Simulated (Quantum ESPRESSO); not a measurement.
# Re(0001), 5 layers against a metal electrode, stepped through the charge of the slab, part 2 of 4

What law, if any, do the results for Re(0001), 5 layers against a metal electrode follow against the charge of the slab?

Quantum ESPRESSO 7.5; plane-wave DFT, PBE, GBRV ultrasoft pseudopotentials.

So far. Step 2 (Relaxing cell and ions of the reference):  The last row is no step: it is a fresh SCF in the final cell with a new plane-wave basis, -1 meV from the row before.

## 3. Relaxation with pw.x of the reference

What the set-up leaves free in this member is relaxed.

System of this step: Re(0001), 5 layers. The cell holds 5 atoms: 5 Re. Cell: a = 2.774 Å, b = 2.774 Å, c = 24.056 Å, α = 90.0°, β = 90.0°, γ = 60.0°. It derives from Re. Vacuum lies along c.

ref.relax.in reads:

```
&control
  prefix = 'ref.relax'
  outdir = './out'
  pseudo_dir = './pseudo'
  nstep = 40
  forc_conv_thr = 0.001
  calculation = 'relax'
/
&system
  ibrav = 0
  nat = 5
  ntyp = 1
  ecutwfc = 40
  ecutrho = 200
  occupations = 'smearing'
  smearing = 'mv'
  degauss = 0.02
/
&electrons
  conv_thr = 1e-08
  mixing_beta = 0.4
  electron_maxstep = 120
  mixing_mode = 'local-TF'
/
&ions
/
ATOMIC_SPECIES
  Re  186.2070  re_pbe_v1.2.uspp.F.UPF
CELL_PARAMETERS angstrom
  2.77423966200000 0.00000000000000 0.00000000000000
  1.38711983100000 2.40256202347835 0.00000000000000
  0.00000000000000 0.00000000000000 24.05592833616611
ATOMIC_POSITIONS crystal
  Re  0.000000000000 0.000000000000 0.313613327312
  Re  0.666666666700 0.666666666700 0.406806663656
  Re  0.000000000000 0.000000000000 0.500000000000 0 0 0
  Re  0.666666666700 0.666666666700 0.593193336344
  Re  0.000000000000 0.000000000000 0.686386672688
K_POINTS automatic
  12 12 1 0 0 0
```

The run is started by

```
$ OMP_NUM_THREADS=1 mpirun -n 4 pw.x -nk 4 -in ref.relax.in > ref.relax.out
```

Log:

```text
[banner, memory and clock lines left out]
Program PWSCF v.7.5 starts

          URL

     Message from routine setup:
     using ibrav=0 with symmetry is DISCOURAGED, use correct ibrav instead

     G-vector sticks info

     bravais-lattice index     =            0
     lattice parameter (alat)  =       5.2426  a.u.
     unit-cell volume          =    1082.0250 (a.u.)^3
     number of atoms/cell      =            5
     number of atomic types    =            1
     number of electrons       =        75.00
     number of Kohn-Sham states=           46
     kinetic-energy cutoff     =      40.0000  Ry
     charge density cutoff     =     200.0000  Ry
     scf convergence threshold =      1.0E-08
     mixing beta               =       0.4000
     number of iterations used =            8  local-TF  mixing
     energy convergence thresh.=      1.0E-04
     force convergence thresh. =      1.0E-03
     Exchange-correlation= SLA  PW   PBE  PBE
                           (   1   4   3   4   0   0   0)
     nstep                     =           40

     celldm(1)=   5.242553  celldm(2)=   0.000000  celldm(3)=   0.000000
     celldm(4)=   0.000000  celldm(5)=   0.000000  celldm(6)=   0.000000

     crystal axes: (cart. coord. in units of alat)
               a(1) = (   1.000000   0.000000   0.000000 )
               a(2) = (   0.500000   0.866025   0.000000 )
               a(3) = (   0.000000   0.000000   8.671179 )

     reciprocal axes: (cart. coord. in units 2 pi/alat)
               b(1) = (  1.000000 -0.577350  0.000000 )
               b(2) = (  0.000000  1.154701  0.000000 )
               b(3) = (  0.000000  0.000000  0.115325 )

     PseudoPot. # 1 for Re read from file:
     ./pseudo/re_pbe_v1.2.uspp.F.UPF
     Pseudo is Ultrasoft + core correction, Zval = 15.0
     Generated by new atomic code, or converted to UPF format
     Using radial grid of  981 points,  8 beta functions with:
                l(1) =   0
                l(2) =   0
                l(3) =   1
                l(4) =   1
                l(5) =   2
                l(6) =   2
                l(7) =   3
                l(8) =   3
     Q(r) pseudized with  8 coefficients,  rinner =    1.150   1.150   1.150
                                                       1.150   1.150   1.150
                                                       1.150

     atomic species   valence    mass     pseudopotential
     Re               15.00   186.20700     Re( 1.00)

     12 Sym. Ops. (no inversion) found

   Cartesian axes

     site n.     atom                  positions (alat units)
         1        Re     tau(   1) = (   0.0000000   0.0000000   2.7193973  )
         2        Re     tau(   2) = (   1.0000000   0.5773503   3.5274933  )
         3        Re     tau(   3) = (   0.0000000   0.0000000   4.3355894  )
         4        Re     tau(   4) = (   1.0000000   0.5773503   5.1436855  )
         5        Re     tau(   5) = (   0.0000000   0.0000000   5.9517816  )

     number of k points=    19  Marzari-Vanderbilt smearing, width (Ry)=  0.0200
                       cart. coord. in units 2pi/alat
        k(    1) = (   0.0000000   0.0000000   0.0000000), wk =   0.0138889
        k(    2) = (   0.0000000   0.0962250   0.0000000), wk =   0.0833333
        k(    3) = (   0.0000000   0.1924501   0.0000000), wk =   0.0833333
        k(    4) = (   0.0000000   0.2886751   0.0000000), wk =   0.0833333
        k(    5) = (   0.0000000   0.3849002   0.0000000), wk =   0.0833333
        k(    6) = (   0.0000000   0.4811252   0.0000000), wk =   0.0833333
        k(    7) = (   0.0000000  -0.5773503   0.0000000), wk =   0.0416667
        k(    8) = (   0.0833333   0.1443376   0.0000000), wk =   0.0833333
        k(    9) = (   0.0833333   0.2405626   0.0000000), wk =   0.1666667
        k(   10) = (   0.0833333   0.3367877   0.0000000), wk =   0.1666667
        k(   11) = (   0.0833333   0.4330127   0.0000000), wk =   0.1666667
        k(   12) = (   0.0833333  -0.6254628   0.0000000), wk =   0.1666667
        k(   13) = (   0.1666667   0.2886751   0.0000000), wk =   0.0833333
        k(   14) = (   0.1666667   0.3849002   0.0000000), wk =   0.1666667
        k(   15) = (   0.1666667  -0.6735753   0.0000000), wk =   0.1666667
        k(   16) = (   0.1666667  -0.5773503   0.0000000), wk =   0.0833333
        k(   17) = (   0.2500000  -0.7216878   0.0000000), wk =   0.0833333
        k(   18) = (   0.2500000  -0.6254628   0.0000000), wk =   0.1666667
        k(   19) = (   0.3333333  -0.5773503   0.0000000), wk =   0.0277778

     Dense  grid:    51703 G-vectors     FFT dimensions: (  24,  24, 216)

     Smooth grid:    37023 G-vectors     FFT dimensions: (  24,  24, 192)

     Initial potential from superposition of free atoms

     starting charge      72.4998, renormalised to      75.0000

     negative rho (up, down):  6.555E-01 0.000E+00
     Starting wfcs are   65 randomized atomic wfcs

     per-process dynamical memory:    60.0 Mb

     Self-consistent Calculation

     iteration #  1     ecut=    40.00 Ry     beta= 0.40
     Davidson diagonalization with overlap
     ethr =  1.00E-02,  avg # of iterations =  2.0

     negative rho (up, down):  6.549E-01 0.000E+00

     total energy              =    -953.30133970 Ry
     estimated scf accuracy    <       1.11969137 Ry

     iteration #  2     ecut=    40.00 Ry     beta= 0.40
     Davidson diagonalization with overlap
     ethr =  1.49E-03,  avg # of iterations =  1.0

     negative rho (up, down):  6.611E-01 0.000E+00

     total energy              =    -952.99325977 Ry
     estimated scf accuracy    <       0.56266549 Ry

     iteration #  3     ecut=    40.00 Ry     beta= 0.40
     Davidson diagonalization with overlap
     ethr =  7.50E-04,  avg # of iterations =  2.0

     negative rho (up, down):  6.650E-01 0.000E+00

     total energy              =    -953.11375094 Ry
     estimated scf accuracy    <       0.04886717 Ry

     iteration #  4     ecut=    40.00 Ry     beta= 0.40
     Davidson diagonalization with overlap
     ethr =  6.52E-05,  avg # of iterations =  2.2

     negative rho (up, down):  6.669E-01 0.000E+00

     total energy              =    -953.10443957 Ry
     estimated scf accuracy    <       0.03850696 Ry

     iteration #  5     ecut=    40.00 Ry     beta= 0.40
     Davidson diagonalization with overlap
     ethr =  5.13E-05,  avg # of iterations =  2.7

     negative rho (up, down):  6.668E-01 0.000E+00

     total energy              =    -953.11060947 Ry
     estimated scf accuracy    <       0.00062121 Ry

     iteration #  6     ecut=    40.00 Ry     beta= 0.40
[...]
3.6805   4.6955   5.1488   5.5129   5.5663   6.2316   6.3362   6.9384
     7.1344   7.3800   7.6074   7.6303   7.8633   8.4806   8.9939   9.0289
     9.4642   9.5952   9.7328  10.2586  10.3917  10.9255

          k = 0.0000 0.3849 0.0000 (  4629 PWs)   bands (ev):

   -71.3351 -71.2645 -71.2596 -71.1825 -71.1822 -33.5703 -33.5646 -33.4907
   -33.4459 -33.3008 -33.2105 -33.0650 -32.9744 -32.9651 -32.9204 -32.8368
   -32.7770 -32.7652 -32.6866 -32.6800   2.0683   2.3823   3.0171   3.4063
     3.4760   4.2893   4.8335   5.0420   5.3336   6.8623   6.9454   7.2377
     7.2621   7.2834   7.7921   7.8902   8.0953   8.9963  10.1920  10.1950
    10.1957  10.7959  10.8837  10.9939  11.3228  11.4666

          k = 0.0000 0.4811 0.0000 (  4625 PWs)   bands (ev):

   -71.3200 -71.2479 -71.2454 -71.1737 -71.1737 -33.6877 -33.6713 -33.5916
   -33.5039 -33.4188 -33.2430 -33.0649 -33.0182 -32.9670 -32.9620 -32.8723
   -32.8281 -32.8161 -32.7184 -32.7106   2.3335   2.4161   2.8568   3.0811
     3.1899   4.0166   4.5591   4.7737   5.2728   6.6959   7.0064   7.5377
     7.6444   7.8283   8.0979   9.1208   9.2862   9.2981  10.8818  11.1775
    11.3238  11.9488  11.9763  12.2401  12.3791  12.4482

          k = 0.0000-0.5774 0.0000 (  4648 PWs)   bands (ev):

   -71.3144 -71.2417 -71.2400 -71.1707 -71.1706 -33.7367 -33.7165 -33.6434
   -33.5310 -33.4648 -33.2228 -33.0470 -33.0341 -32.9771 -32.9636 -32.8853
   -32.8600 -32.8370 -32.7301 -32.7218   2.3230   2.3789   2.7700   2.9250
     3.1398   3.8977   4.4517   4.6994   5.2686   6.6312   6.9154   7.5825
     7.8258   8.0778   8.3899   9.1276   9.9011  10.0387  11.0309  11.6678
    11.9632  12.2474  12.5042  12.6131  12.8138  13.0264

          k = 0.0833 0.1443 0.0000 (  4637 PWs)   bands (ev):

   -71.3808 -71.3131 -71.3017 -71.2109 -71.2097 -33.6868 -33.5390 -33.2780
   -32.9684 -32.9257 -32.8752 -32.8464 -32.8087 -32.7461 -32.7434 -32.7296
   -32.6838 -32.6388 -32.5951 -32.5928  -0.0605   0.8202   2.1466   2.8356
     2.8372   5.6324   5.7021   5.9776   6.2063   6.6513   6.7990   6.9922
     7.3577   7.4664   7.4825   7.6816   7.6936   7.7542   8.1626   8.2025
     8.4409   8.7758   9.2761   9.8061  10.0480  10.8801

          k = 0.0833 0.2406 0.0000 (  4625 PWs)   bands (ev):

   -71.3631 -71.2946 -71.2856 -71.1996 -71.1988 -33.6127 -33.5118 -33.3427
   -33.1471 -33.0754 -32.9977 -32.9431 -32.9183 -32.8488 -32.8169 -32.7828
   -32.7227 -32.6872 -32.6388 -32.6379   0.8635   1.6505   2.8788   3.5706
     3.6688   4.9144   5.2901   5.4454   5.6438   6.1522   6.3691   6.7036
     6.8722   7.4117   7.4290   7.9852   8.0975   8.3067   8.3839   8.7277
     8.9597   9.2869   9.6739  10.0374  10.3741  10.8696

          k = 0.0833 0.3368 0.0000 (  4626 PWs)   bands (ev):

   -71.3426 -71.2727 -71.2667 -71.1870 -71.1866 -33.5344 -33.5263 -33.4650
   -33.3519 -33.2313 -33.1488 -33.0533 -32.9883 -32.9470 -32.8808 -32.8458
   -32.7525 -32.7462 -32.6858 -32.6855   1.8870   2.3934   3.2201   3.7614
     3.8942   4.4225   5.0639   5.2975   5.2994   6.2360   6.3673   6.6667
     6.9324   7.2136   7.4843   7.7479   7.9384   8.7734   9.2547   9.5735
     9.7254  10.3614  10.6649  10.9263  11.1678  11.3945

          k = 0.0833 0.4330 0.0000 (  4631 PWs)   bands (ev):

   -71.3248 -71.2532 -71.2499 -71.1765 -71.1763 -33.6209 -33.6106 -33.5218
   -33.4788 -33.3609 -33.2375 -33.0884 -33.0220 -33.0115 -32.9212 -32.9024
   -32.8090 -32.7866 -32.7281 -32.7261   2.4757   2.6228   3.1362   3.4467
     3.4721   4.1951   4.8153   4.9521   5.2373   6.4898   6.9052   7.2231
     7.3539   7.4857   7.7467   8.2349   8.2934   8.9536  10.3693  10.3995
    10.4754  11.2916  11.7184  11.8235  12.2145  12.5990

          k = 0.0833-0.6255 0.0000 (  4642 PWs)   bands (ev):

   -71.3144 -71.2417 -71.2400 -71.1706 -71.1706 -33.7071 -33.6868 -33.6147
   -33.5078 -33.4395 -33.2228 -33.0898 -33.0397 -33.0228 -32.9410 -32.9403
   -32.8554 -32.8126 -32.7536 -32.7509   2.5148   2.5800   3.0266   3.1480
     3.3524   4.0155   4.6358   4.8254   5.2555   6.4610   6.9441   7.0561
     7.6462   7.9698   8.1932   9.0822   9.2861   9.3500  10.7222  11.3142
    11.3571  12.0390  12.0891  12.5278  12.5572  13.3625

          k = 0.1667 0.2887 0.0000 (  4631 PWs)   bands (ev):

   -71.3454 -71.2756 -71.2692 -71.1886 -71.1882 -33.5384 -33.5091 -33.4332
   -33.3019 -33.1925 -33.1105 -33.0678 -33.0149 -32.9297 -32.8528 -32.8469
   -32.7544 -32.7519 -32.6986 -32.6924   1.8506   2.4573   3.4061   4.2434
     4.3217   4.5944   4.9001   5.1271   5.3210   5.8489   5.9645   6.3810
     6.4859   7.1061   7.1491   8.0081   8.0762   8.6501   8.8100   9.2175
     9.4970  10.3171  10.6908  10.9502  11.2036  11.4372

          k = 0.1667 0.3849 0.0000 (  4614 PWs)   bands (ev):

   -71.3275 -71.2563 -71.2525 -71.1780 -71.1779 -33.5495 -33.5480 -33.4669
   -33.4515 -33.3075 -33.2078 -33.1235 -33.0810 -33.0211 -32.9195 -32.8882
   -32.8300 -32.8139 -32.7442 -32.7385   2.7830   3.0269   3.5059   3.9110
     4.1660   4.5479   4.9209   5.1825   5.4334   5.9858   6.0968   6.4983
     6.7478   7.1808   7.2634   7.6723   7.6886   8.5665   9.5465   9.8032
     9.9543  11.1801  11.5738  11.8651  12.3277  12.6917

          k = 0.1667-0.6736 0.0000 (  4604 PWs)   bands (ev):

   -71.3144 -71.2417 -71.2400 -71.1706 -71.1706 -33.6349 -33.6120 -33.5490
   -33.4599 -33.3861 -33.2226 -33.1566 -33.1261 -33.0688 -32.9770 -32.9388
   -32.8638 -32.8517 -32.7914 -32.7729   3.0236   3.0919   3.6349   3.6565
     3.8632   4.3565   5.0164   5.0776   5.2588   6.1893   6.2868   6.8843
     7.2533   7.3268   7.8757   7.9253   8.1216   8.7428  10.1652  10.5554
    10.5783  11.4533  11.6783  12.5028  12.5643  14.0884

          k = 0.1667-0.5774 0.0000 (  4614 PWs)   bands (ev):

   -71.3096 -71.2363 -71.2354 -71.1680 -71.1680 -33.6680 -33.6443 -33.5797
   -33.4694 -33.4120 -33.2189 -33.1798 -33.1278 -33.0758 -32.9960 -32.9715
   -32.8675 -32.8590 -32.8124 -32.7912   2.9840   3.0430   3.5384   3.6465
     3.8540   4.2830   5.0360   5.0776   5.2092   6.1553   6.2988   6.8419
     7.2855   7.3948   8.2706   8.4414   8.6006   8.9971  10.3493  11.1273
    11.1739  11.6531  11.6668  12.3591  12.4563  14.8011

          k = 0.2500-0.7217 0.0000 (  4605 PWs)   bands (ev):

   -71.3145 -71.2417 -71.2401 -71.1706 -71.1705 -33.5860 -33.5545 -33.5165
   -33.4391 -33.3616 -33.2254 -33.1854 -33.1651 -33.1240 -32.9484 -32.9459
   -32.9251 -32.8788 -32.8000 -32.7691   3.5216   3.5435   3.7298   3.7396
     4.5207   4.7102   4.8494   5.2264   5.5208   5.9854   6.0755   6.6355
     6.8998   7.0068   7.2981   7.4419   7.7091   8.3386   9.8965  10.0892
    10.2757  11.4594  11.5127  12.5197  12.6436  14.1767

          k = 0.2500-0.6255 0.0000 (  4601 PWs)   bands (ev):

   -71.3069 -71.2332 -71.2327 -71.1664 -71.1664 -33.5958 -33.5606 -33.5213
   -33.4179 -33.3886 -33.2921 -33.2454 -33.1935 -33.1434 -33.0354 -33.0162
   -32.9242 -32.8724 -32.8446 -32.7968   3.5358   3.6079   3.9043   4.2208
     4.4924   4.7142   4.8590   5.1491   5.4470   6.0980   6.2585   6.4660
     7.0706   7.0793   7.4635   7.5131   8.2464   8.6618   9.9818  10.7637
    10.7885  11.3778  11.4677  12.2758  12.2853  15.0568

          k = 0.3333-0.5774 0.0000 (  4623 PWs)   bands (ev):

   -71.3041 -71.2300 -71.2300 -71.1650 -71.1650 -33.5499 -33.4934 -33.4623
   -33.4601 -33.3933 -33.3589 -33.2701 -33.2509 -33.1253 -33.0962 -33.0813
   -32.9191 -32.8706 -32.8683 -32.8103   3.6649   4.1587   4.1738   4.3284
     4.4401   4.9215   4.9564   4.9989   5.2680   6.3519   6.5255   6.5287
     7.0343   7.0370   7.0539   7.0573   8.4006   8.7058   9.9716  10.8645
    10.9403  11.2206  11.5531  11.7753  11.9401  15.1082

     the Fermi energy is     8.5692 ev

!    total energy              =    -953.11930895 Ry
     estimated scf accuracy    <          8.2E-12 Ry
     smearing contrib. (-TS)   =       0.00263870 Ry
     internal energy E=F+TS    =    -953.12194765 Ry

     The total energy is F=E-TS. E is the sum of the following terms:
     one-electron contribution =   -6720.79397838 Ry
     hartree contribution
[key lines of the parts left out:]
convergence has been achieved in  13 iterations
```

It took 5.6 min on 4 MPI ranks of Arm Neoverse V1, shared host; peak memory 0.87 GiB.

The steps of the relaxation:

| step | energy less that of the first step (eV) | largest force (eV/Å) |
| --- | --- | --- |
| 1 | 0.0000 | 1.0790 |
| 2 | -0.0705 | 0.6526 |
| 3 | -0.1091 | 0.2206 |
| 4 | -0.1118 | 0.0952 |
| 5 | -0.1123 | 0.0915 |
| 6 | -0.1129 | 0.0793 |
| 7 | -0.1137 | 0.0574 |
| 8 | -0.1144 | 0.0251 |

The atoms that moved most (Å):

| atom | dx | dy | dz | length |
| --- | --- | --- | --- | --- |
| Re1 | 0.000 | 0.000 | 0.068 | 0.068 |
| Re5 | 0.000 | 0.000 | -0.068 | 0.068 |
| Re4 | 0.000 | 0.000 | 0.039 | 0.039 |
| Re2 | 0.000 | 0.000 | -0.039 | 0.039 |

The relaxation lowers the energy by 23 meV an atom. On the free atoms the largest force ends at 0.025 eV/Å.

This step gave:

* free energy: -12967.8495 eV
* Fermi energy: 8.571 eV

(Continued in part 3 of 4.)

[Logs are printed without paths, hosts, clocks, repeated set-up lines and the standing remarks that a program may print on its own settings, such as how far it seeks lower states.]

[Hosts, paths, dates, database ids (printed as entryN), source tags and the programs' standing remarks are cut or masked in the printed files.]

[Maps of the electrostatic potential energy from Ansatz leave out the sawtooth potential of an applied field or a dipole correction, so their vacuum need not be flat; planar profiles and work functions include it.]
